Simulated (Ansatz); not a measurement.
# NaVS3 (model cell, started as cubic perovskite with V in the octahedra): following an unstable mode, part 2 of 3

Wanted: the energy along a soft mode of NaVS3 (model cell, started as cubic perovskite with V in the octahedra) and the structure at the end.

Ansatz 0.2.0; DFT PBEsol, scalar-relativistic, plane waves, PAW; PAW set soft_1.

So far, highest frequency on the path or at a solved wavevector (cm⁻¹): step 2 (phonons on a q mesh) 454. Also lowest frequency on the path (cm⁻¹): step 2 -216.

The structure was built from a prototype and need not be the compound's stable phase.

## (3) The mode frozen in, largest atomic shift 0 Å

The mode followed lies at q = (-0.5, -0.5, -0.5) with frequency 216.2i cm⁻¹ and is 2-fold degenerate, the softest among the wavevectors solved. At small amplitude the distorted cell has space group no. 140 by a symmetry search on the positions. The undistorted cell that holds it gives the zero of energy on the same k mesh.

System of this step: NaVS3 (model cell, started as cubic perovskite with V in the octahedra). The structure is cubic, space group Pm-3m (No. 221). Conventional cell: a = 4.568 Å, b = 4.568 Å, c = 4.568 Å, α = 90.00°, β = 90.00°, γ = 90.00°. Nearest to Na lie 12 S at 3.23 Å. V has 6 S at 2.28 Å nearest. Nearest to S lie 2 V at 2.28 Å and 4 Na at 3.23 Å. Farther neighbours and most contacts between anions are not listed.

input.yaml

```yaml
crystal:
  lattice:
    - [4.5683033595, 4.5683033595, 0.0]
    - [4.5683033595, 0.0, 4.5683033595]
    - [4.5683033595, 0.0, -4.5683033595]
  atoms:
    - { symbol: Na, position: [0.0, 0.0, 0.0] }
    - { symbol: Na, position: [0.0, 0.5, 0.5] }
    - { symbol: V, position: [0.5, 0.25, 0.75] }
    - { symbol: V, position: [0.5, 0.75, 0.25] }
    - { symbol: S, position: [0.5, 0.0, 0.0] }
    - { symbol: S, position: [0.5, 0.5, 0.5] }
    - { symbol: S, position: [0.0, 0.5, 0.0] }
    - { symbol: S, position: [0.0, 0.0, 0.5] }
    - { symbol: S, position: [0.5, 0.0, 0.5] }
    - { symbol: S, position: [0.5, 0.5, 0.0] }
kpoints:
  mp_grid: { grid: [8, 8, 8] }
hamiltonian:
  xc: pbesol
  pseudopotentials: { kind: paw, azcp: { folder: soft_1 }, xc_functional: pbe }
scf:
  occupations: { method: methfessel_paxton, width: 0.2 }
output:
  forces: true
  stress: true
  eigenvalues: true
```

Started as:

```sh
$ ansatz run input.yaml --threads 8 --pin off --max-ram 16384MiB --backend cpu --events-out ev --progress --plain --runs-dir out
```

Numbers of over 12 decimals in the logs are rounded to 6 here.

Log:

```text
[...]
Crystal: 10 atoms, lattice volume = 190.675 Å³
Basis set: ecut = 420 eV, 3719 PW (Γ), exchange–correlation on 90×90×90 points (8 copies of the dense FFT grid, shifted against one another)
Bands: 50, of which v1, the nominal top of the filled ones, is band 40 counted from 1 (39 counted from 0)
Symmetry: 96 space group operations
[...]
k-points: 29 of 512
[...]
k-point 0: bands = [... 36 lower, 5.7604, 6.4706, 6.4706, 6.4706, 7.2411, 7.2411, 7.2411, 7.2437, ... 6 higher]
  k-point 1: bands = [... 36 lower, 6.0589, 6.3609, 6.3609, 6.5353, 7.0960, 7.0960, 7.1562, 7.5802, ... 6 higher]
  k-point 2: bands = [... 36 lower, 5.8769, 6.6820, 6.6859, 6.6859, 6.7300, 6.7300, 6.9287, 7.5821, ... 6 higher]
  k-point 28: bands = [... 36 lower, 5.1027, 5.1027, 6.1895, 6.1895, 7.3391, 7.3391, 7.7672, 7.7672, ... 6 higher]
[key lines of the parts left out:]
SCF converged after 10 iterations
Free energy (F): -14038.315895 eV
Fermi energy:    6.793753 eV
P = ⅓ Tr σ = 0.0138 GPa (0.138 kbar)
```

Elapsed: 1.9 s, on 8 threads of Arm Neoverse V2, shared host; peak memory 0.81 GiB; 14 s of CPU time.

Numbers from this step:

```yaml
pressure: 0.01385 GPa
energy_from_the_undistorted_cell: 0 meV/atom
```

The run ends at a pressure of 0.01 GPa.

## (4) The mode frozen in, largest atomic shift 0.04 Å

The atoms are moved along the unstable eigenvector, the largest shift by 0.04 Å, with the cell fixed.

input.yaml, the sections that differ from step 3:

```yaml
crystal:
  lattice:
    - [4.5683033595, 4.5683033595, 0.0]
    - [4.5683033595, 0.0, 4.5683033595]
    - [4.5683033595, 0.0, -4.5683033595]
  atoms:
    - { symbol: Na, position: [0.0, 0.0, 0.0] }
    - { symbol: Na, position: [0.0, 0.5, 0.5] }
    - { symbol: V, position: [0.5, 0.25, 0.75] }
    - { symbol: V, position: [0.5, 0.75, 0.25] }
    - { symbol: S, position: [0.5, 0.0, 0.0] }
    - { symbol: S, position: [0.5, 0.5, 0.5] }
    - { symbol: S, position: [0.0087559859, 0.495622007, -0.004377993] }
    - { symbol: S, position: [-0.0087559859, 0.004377993, 0.504377993] }
    - { symbol: S, position: [0.5, -0.004377993, 0.495622007] }
    - { symbol: S, position: [0.5, 0.504377993, 0.004377993] }
# kpoints, hamiltonian, scf, output: as in step 3
```

Log:

```text
[...]
Crystal: 10 atoms, lattice volume = 190.675 Å³
Basis set: ecut = 420 eV, 3719 PW (Γ), exchange–correlation on 90×90×90 points (8 copies of the dense FFT grid, shifted against one another)
Bands: 50, of which v1, the nominal top of the filled ones, is band 40 counted from 1 (39 counted from 0)
Symmetry: 16 space group operations
[...]
k-points: 59 of 512
[...]
k-point 0: bands = [... 36 lower, 5.7554, 6.4733, 6.4733, 6.4768, 7.2379, 7.2462, 7.2528, 7.2528, ... 6 higher]
  k-point 1: bands = [... 36 lower, 6.0560, 6.3501, 6.3576, 6.5283, 7.1102, 7.1221, 7.1761, 7.5758, ... 6 higher]
  k-point 2: bands = [... 36 lower, 5.8814, 6.5723, 6.6312, 6.6665, 6.7932, 6.8287, 6.9705, 7.5843, ... 6 higher]
  k-point 58: bands = [... 36 lower, 5.1053, 5.1053, 6.1933, 6.1933, 7.3430, 7.3430, 7.7726, 7.7726, ... 6 higher]
[key lines of the parts left out:]
SCF converged after 10 iterations
Free energy (F): -14038.324634 eV
Fermi energy:    6.801870 eV
P = ⅓ Tr σ = 0.1597 GPa (1.597 kbar)
```

It took 3.7 s on 8 threads; peak memory 0.95 GiB; 28 s of CPU time.

Numbers from this step:

```yaml
pressure: 0.1597 GPa
energy_from_the_undistorted_cell: -1.232 meV/atom
```

The energy, extrapolated to zero smearing, is -1.23 meV/atom against the undistorted cell.

The run ends at a pressure of 0.16 GPa, with forces up to 0.070 eV/Å.

## (5) Energy along the mode, all amplitudes (two of the runs are shown above)

An imaginary frequency means negative curvature, so the energy should fall and then rise again as anharmonic terms take over.

This step gave:

```
depth at the lowest point sampled  : 1.232 meV/atom
largest atomic shift at that point : 0.04 Å
```

Energy from the parent against largest atomic shift:

| largest atomic shift (Å) | energy from the parent (meV/atom) |
| --- | --- |
| 0.0000 | 0 |
| 0.0400 | -1.23 |
| 0.0800 | -1.17 |
| 0.1400 | 12.2 |

Displacement at unit largest shift by atom:

| atom | x (Å) | y (Å) | z (Å) | size |
| --- | --- | --- | --- | --- |
| Na1 | 0.00 | 0.00 | 0.00 | 0.00 |
| Na2 | 0.00 | 0.00 | 0.00 | 0.00 |
| V3 | 0.00 | 0.00 | 0.00 | 0.00 |
| V4 | 0.00 | 0.00 | 0.00 | 0.00 |
| S5 | 0.00 | 0.00 | 0.00 | 0.00 |
| S6 | 0.00 | 0.00 | 0.00 | 0.00 |
| S7 | 0.00 | 1.00 | 0.00 | 1.00 |
| S8 | 0.00 | -1.00 | 0.00 | 1.00 |
| S9 | -1.00 | 0.00 | 0.00 | 1.00 |
| S10 | 1.00 | 0.00 | 0.00 | 1.00 |

The lowest of the steps tried is at 0.04 Å, 1.23 meV/atom below the parent; the bottom of the well need not coincide with a step.

## (6) Relaxation from the frozen mode

Starting from the lowest point found, all atoms and the cell are let go, so that strain and other modes of the same symmetry can join in.

input.yaml: that of step 4 with these lines changed.

```diff
@@ -27 +27,6 @@
   eigenvalues: true
+relax:
+  adjacent_minimum: "off"
+  f_tol: 0.002
+  max_steps: 120
+  cell: { stress_tol: 0.03 }
```

Log:

```text
[...]
Crystal: 10 atoms, lattice volume = 190.675 Å³
Basis set: ecut = 420 eV, 3719 PW (Γ), exchange–correlation on 90×90×90 points (8 copies of the dense FFT grid, shifted against one another)
Bands: 50, of which v1, the nominal top of the filled ones, is band 40 counted from 1 (39 counted from 0)
Symmetry: 16 space group operations
[...]
k-points: 59 of 512
[...]
SCF iter   1: F=—  HF=-14040.974594 eV  |F-HF|=—  |Δ(HF+E_count)|=         —  Δρ=9.51e-2  dr2=2.81e1  ethr=3.10e-3  ⟨swp⟩=8.2  Hψ=12165  notcnv=0
[...]
SCF iter  10: F=-14038.324634 eV  HF=-14038.324634 eV  |F-HF|=3.32e-9  |Δ(HF+E_count)|=   2.31e-8  S|Δr|=    0.00e0  Δρ=2.61e-6  dr2=1.19e-8  ethr=1.25e-10  ⟨swp⟩=7.0  Hψ=11884  notcnv=0
SCF 1 converged in 10 iterations: F = -14038.324634 eV  dr2 = 1.19e-8
[...]
relax step   1: F+E_penalty+E_count = -14038.32463359 eV  Δ(F+E_penalty+E_count) = +0.000e0 eV  max|allowed force component| = 7.002e-2 eV/Å  Δτ_max = 0.0000 Å  P = +0.160 GPa  Ω = 190.675 Å³  (10 SCF iters, dr2 threshold 1.00e-7 eV, accepted)
Crystal: 10 atoms, lattice volume = 190.996 Å³
[...]
SCF iter   5: F=-14038.325492 eV  HF=-14038.325492 eV  |F-HF|=1.27e-8  |Δ(HF+E_count)|=   3.16e-8  S|Δr|=    0.00e0  Δρ=4.70e-6  dr2=7.09e-8  ethr=3.83e-10  ⟨swp⟩=4.6  Hψ=9289  notcnv=0
SCF 2 converged in 5 iterations: F = -14038.325492 eV  dr2 = 7.09e-8
relax step   2: F+E_penalty+E_count = -14038.32549169 eV  Δ(F+E_penalty+E_count) = -8.581e-4 eV  max|allowed force component| = 6.866e-2 eV/Å  Δτ_max = 0.0026 Å  P = +0.043 GPa  Ω = 190.996 Å³  energy of the carried Pulay correction = -1.012e-4 eV  (5 SCF iters, dr2 threshold 3.06e-7 eV, accepted)
Crystal: 10 atoms, lattice volume = 191.902 Å³
[...]
SCF iter   6: F=-14038.327910 eV  HF=-14038.327910 eV  |F-HF|=7.34e-8  |Δ(HF+E_count)|=   1.46e-7  S|Δr|=    0.00e0  Δρ=6.81e-6  dr2=1.91e-7  ethr=3.68e-10  ⟨swp⟩=7.0  Hψ=11846  notcnv=0
SCF 3 converged in 6 iterations: F = -14038.327910 eV  dr2 = 1.91e-7
relax step   3: F+E_penalty+E_count = -14038.32790990 eV  Δ(F+E_penalty+E_count) = -2.418e-3 eV  max|allowed force component| = 2.015e-2 eV/Å  Δτ_max = 0.0228 Å  P = -0.113 GPa  Ω = 191.902 Å³  energy of the carried Pulay correction = -3.869e-4 eV  (6 SCF iters, dr2 threshold 2.95e-7 eV, accepted)
[...]
relax step   4: F+E_penalty+E_count = -14038.32832480 eV  Δ(F+E_penalty+E_count) = -4.149e-4 eV  max|allowed force component| = 9.159e-3 eV/Å  Δτ_max = 0.0059 Å  P = -0.017 GPa  Ω = 191.509 Å³  energy of the carried Pulay correction = -2.633e-4 eV  (6 SCF iters, dr2 threshold 3.73e-8 eV, accepted)
[...]
relax step   5: F+E_penalty+E_count = -14038.32835298 eV  Δ(F+E_penalty+E_count) = -2.819e-5 eV  max|allowed force component| = 5.461e-4 eV/Å  Δτ_max = 0.0015 Å  P = -0.001 GPa  Ω = 191.510 Å³  energy of the carried Pulay correction = -2.636e-4 eV  (6 SCF iters, dr2 threshold 5.24e-9 eV, accepted)
[...]
SCF iter   6: F=-14038.328604 eV  HF=-14038.328604 eV  |F-HF|=1.27e-11  |Δ(HF+E_count)|=  1.64e-11  S|Δr|=    0.00e0  Δρ=8.77e-8  dr2=2.26e-11  ethr=1.00e-12  ⟨swp⟩=6.1  Hψ=11195  notcnv=0
SCF 6 converged in 6 iterations: F = -14038.328604 eV  dr2 = 2.26e-11
relax step   6: F+E_penalty+E_count = -14038.32860426 eV  Δ(F+E_penalty+E_count) = -2.513e-4 eV  max|allowed force component| = 5.360e-4 eV/Å  Δτ_max = 0.0000 Å  P = -0.000 GPa  Ω = 191.510 Å³  stress off target by 6.83e-4 GPa  SCF on the basis re-selected at this cell (its energy is not comparable with the rows above)  (6 SCF iters)
basis re-selected at this cell: Δ(F+E_penalty+E_count) = -2.513e-4 eV, ΔP = +0.000 GPa vs the last step (what re-selecting the basis moved, of the pressure what is left beyond the Pulay correction that the steps carried, after the strain that the cell walked since its last selection, with what the two solves' SCF thresholds leave and, on support functions, any second-order correction that the steps lacked; it is no m [...]
SCF converged after 6 iterations
[...]
Free energy (F): -14038.328604 eV
[...]
Internal energy: -14038.357153 eV  (E = F + TS)
E sigma→0 (E₀):  -14038.335741 eV
Entropy (-TS):   0.028548 eV (2.855 meV/atom)
Fermi energy:    6.759282 eV
Step filling:    the computed levels leave a gap of 0.0221 eV = 0.1 smearing widths at the electron count; against every level under it full and every level over it empty, smearing changes F+E_penalty+E_count by +13.520 meV and its σ→0 estimate by +6.383 meV
[...]
--- Forces (eV/Å), atoms counted from 1 ---
  atom   1  Na     0.00000000     0.00000000    -0.00000000
  atom   2  Na    -0.00000000     0.00000000     0.00000000
  atom   3  V      0.00000000     0.00000000    -0.00000000
  atom   4  V      0.00000000     0.00000000    -0.00000000
  atom   5  S     -0.00000000     0.00000000     0.00000000
  atom   6  S      0.00000000     0.00000000    -0.00000000
  atom   7  S     -0.00000000     0.00053602     0.00000000
  atom   8  S      0.00000000    -0.00053602    -0.00000000
  atom   9  S     -0.00053602     0.00000000     0.00000000
  atom  10  S      0.00053602    -0.00000000    -0.00000000
  max |Σ_I F_I| component: 1.77e-28 eV/Å
--- Stress (GPa, compression-positive) ---
       -0.000683      -0.000000      -0.000000
       -0.000000      -0.000683       0.000000
       -0.000000       0.000000       0.000255
  P = ⅓ Tr σ = -0.0004 GPa (-0.004 kbar)
--- Band table (eV; the first three rows and the last of 59) ---
  k-point 0: bands = [... 36 lower, 5.7027, 6.4189, 6.4189, 6.4273, 7.1687, 7.1926, 7.2110, 7.2110, ... 6 higher]
  k-point 1: bands = [... 36 lower, 6.0003, 6.2823, 6.3008, 6.4658, 7.0722, 7.0918, 7.1442, 7.5060, ... 6 higher]
  k-point 2: bands = [... 36 lower, 5.8354, 6.4451, 6.5440, 6.5960, 6.7845, 6.8277, 6.9622, 7.5290, ... 6 higher]
  k-point 58: bands = [... 36 lower, 5.0612, 5.0612, 6.1553, 6.1553, 7.2971, 7.2971, 7.7127, 7.7127, ... 6 higher]
--- Relaxed structure (5 steps of the walk, 5 accepted, 1 SCFs on fresh bases) ---
  F+E_penalty+E_count = -14038.32860426 eV   max|allowed force component| = 5.360e-4 eV/Å   (the final SCF, on the basis selected at the relaxed cell)
  cell:  # Å, volume = 191.5104 Å³
    - [4.578240, 4.578240, 0.0]
    - [4.578240, 0, 4.568412]
    - [4.578240, 0, -4.568412]
  atoms:
    - { symbol: Na, position: [0, 0, 0] }
    - { symbol: Na, position: [0, 0.500000, 0.500000] }
    - { symbol: V, position: [0.500000, 0.25, 0.75] }
    - { symbol: V, position: [0.500000, 0.75, 0.25] }
    - { symbol: S, position: [0.500000, 0, 0] }
    - { symbol: S, position: [0.500000, 0.5, 0.5] }
    - { symbol: S, position: [0.013344, 0.493328, -0.00667188] }
    - { symbol: S, position: [-0.013344, 0.00667188, 0.506672] }
    - { symbol: S, position: [0.500000, -0.00667188, 0.493328] }
    - { symbol: S, position: [0.500000, 0.506672, 0.00667188] }
```

Wall time 22 s (8 threads); peak memory 1 GiB.

Step by step:

| step | energy less that of the first step (eV) | largest force component (eV/Å) | pressure (GPa) | volume (Å³) |
| --- | --- | --- | --- | --- |
| 1 | 0.0000 | 0.0700 | 0.16 | 190.68 |
| 2 | -0.0009 | 0.0687 | 0.04 | 191.00 |
| 3 | -0.0033 | 0.0202 | -0.11 | 191.90 |
| 4 | -0.0037 | 0.0092 | -0.02 | 191.51 |
| 5 | -0.0037 | 0.0005 | 0.00 | 191.51 |
| 6* | -0.0040 | 0.0005 | 0.00 | 191.51 |

Relaxation steps marked * repeat the geometry before them on a plane-wave basis chosen anew for their cell, so energy and pressure can jump there.

Forces are held to the 16 operations that the run works with; a distortion that breaks them can't arise in this run.

| conventional cell, symmetrised | before | after | change |
| --- | --- | --- | --- |
| a (Å) | 6.461 | 6.475 | +0.2 % |
| b (Å) | 6.461 | 6.475 | +0.2 % |
| c (Å) | 9.137 | 9.137 | +0.0 % |
| volume (Å³/atom) | 19.07 | 19.15 | +0.4 % |

The atoms that moved most (Å, as changes of fractional coordinates times the final cell):

| atom | dx | dy | dz | length |
| --- | --- | --- | --- | --- |
| S10 | 0.021 | 0.000 | 0.000 | 0.021 |
| S7 | 0.000 | 0.021 | 0.000 | 0.021 |
| S8 | 0.000 | -0.021 | 0.000 | 0.021 |
| S9 | -0.021 | 0.000 | 0.000 | 0.021 |

This step gave:

```yaml
pressure: -3.70e-4 GPa
volume_per_atom: 19.15 Å³
```

The distorted start has space group I4/mcm; the relaxation ends in I4/mcm.

## (7) The new phase in its own primitive cell

The relaxed structure is symmetrised, reduced to its primitive cell and relaxed tightly, as its phonons need.

input.yaml, the sections that differ from step 6:

```yaml
crystal:
  lattice:
    - [-3.2373044799, 3.2373044799, 4.5684121978]
    - [3.2373044799, -3.2373044799, 4.5684121978]
    - [3.2373044799, 3.2373044799, -4.5684121978]
  atoms:
    - { symbol: Na, position: [0.75, 0.75, 0.0] }
    - { symbol: Na, position: [0.25, 0.25, 0.0] }
    - { symbol: V, position: [0.0, 0.5, 0.5] }
    - { symbol: V, position: [0.5, 0.0, 0.5] }
    - { symbol: S, position: [0.75, 0.25, 0.5] }
    - { symbol: S, position: [0.25, 0.75, 0.5] }
    - { symbol: S, position: [0.7566718775, 0.2566718775, 0.013343755] }
    - { symbol: S, position: [0.2433281225, 0.7433281225, 0.986656245] }
    - { symbol: S, position: [0.2566718775, 0.2433281225, 0.5] }
    - { symbol: S, position: [0.7433281225, 0.7566718775, 0.5] }
relax:
  adjacent_minimum: "off"
  f_tol: 0.001
  max_steps: 60
  cell: { stress_tol: 0.01 }
# kpoints, hamiltonian, scf, output: as in step 6
```

Log:

```text
[...]
Crystal: 10 atoms, lattice volume = 191.510 Å³
Basis set: ecut = 420 eV, 3719 PW (Γ), exchange–correlation on 90×90×90 points (8 copies of the dense FFT grid, shifted against one another)
Bands: 50, of which v1, the nominal top of the filled ones, is band 40 counted from 1 (39 counted from 0)
Symmetry: 16 space group operations
[...]
k-points: 59 of 512
[...]
- { symbol: V, position: [0.0, 0.500000, 0.500000] }
    - { symbol: V, position: [0.500000, 0.0, 0.500000] }
    - { symbol: S, position: [0.750000, 0.250000, 0.500000] }
    - { symbol: S, position: [0.250000, 0.750000, 0.500000] }
    - { symbol: S, position: [0.7566718775, 0.256672, 0.013344] }
    - { symbol: S, position: [0.243328, 0.743328, 0.986656] }
    - { symbol: S, position: [0.256672, 0.243328, 0.500000] }
    - { symbol: S, position: [0.743328, 0.756672, 0.5] }
[key lines of the parts left out:]
SCF converged after 7 iterations
Free energy (F): -14038.328604 eV
Fermi energy:    6.759282 eV
P = ⅓ Tr σ = -0.0004 GPa (-0.004 kbar)
```

Elapsed: 8.7 s, on 8 threads; peak memory 0.99 GiB.

Little changed from the start: no atom moved by 0.005 Å and no cell edge by 0.1 %.

The largest force component left is 0.38 meV/Å and the pressure is 0.000 GPa, within the tolerances set. The cell now holds 19.15 Å³/atom.

(Part 2 of 3 ends here.)

[Logs are printed without paths, hosts, clocks, repeated set-up lines and the standing remarks that a program may print on its own settings, such as how far it seeks lower states.]

[Hosts, paths, dates, database ids (printed as entryN), source tags and the programs' standing remarks are cut or masked in the printed files.]
